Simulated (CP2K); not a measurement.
Two runs for the O K edge of hydrogen peroxide. Run A: CP2K XAS_TDP, all-electron GAPW, PBEh(45%), aug-cc-pVTZ, TDA, no relativity. Run B differs in one setting.

First lines with a strength over 0.0015. A:

```csv
atom,energy (eV),states,"strength, one atom"
"O1 (bonded to O and H), 2 alike",527.52,1,0.0672
,531.27,1,0.0204
,533.04,1,0.0055
,534.25,1,0.0098
,534.68,1,0.0078
```

B:

```
                           atom  energy (eV)  states  strength, one atom
O1 (bonded to O and H), 2 alike       531.50       1              0.0667
                                      535.25       1              0.0203
                                      537.02       1              0.0054
                                      538.23       1              0.0097
                                      538.66       1              0.0078
```

Q: Which was it: the functional, scalar relativity switched on, the basis, GW2X switched on?

GW2X switched on. GW2X shifts an atom's lines together and keeps their spacings. Against PBEh(45%) in aug-cc-pVTZ, the leading line moves by +3.98 eV, to 531.50 eV.

[Banner, clock and machine lines of the logs are left out without a mark of their own.]

[Logs are printed without paths, hosts, clocks, repeated set-up lines and the standing remarks that a program may print on its own settings, such as how far it seeks lower states.]

[Hosts, paths, dates, database ids (printed as entryN), source tags and the programs' standing remarks are cut or masked in the printed files.]
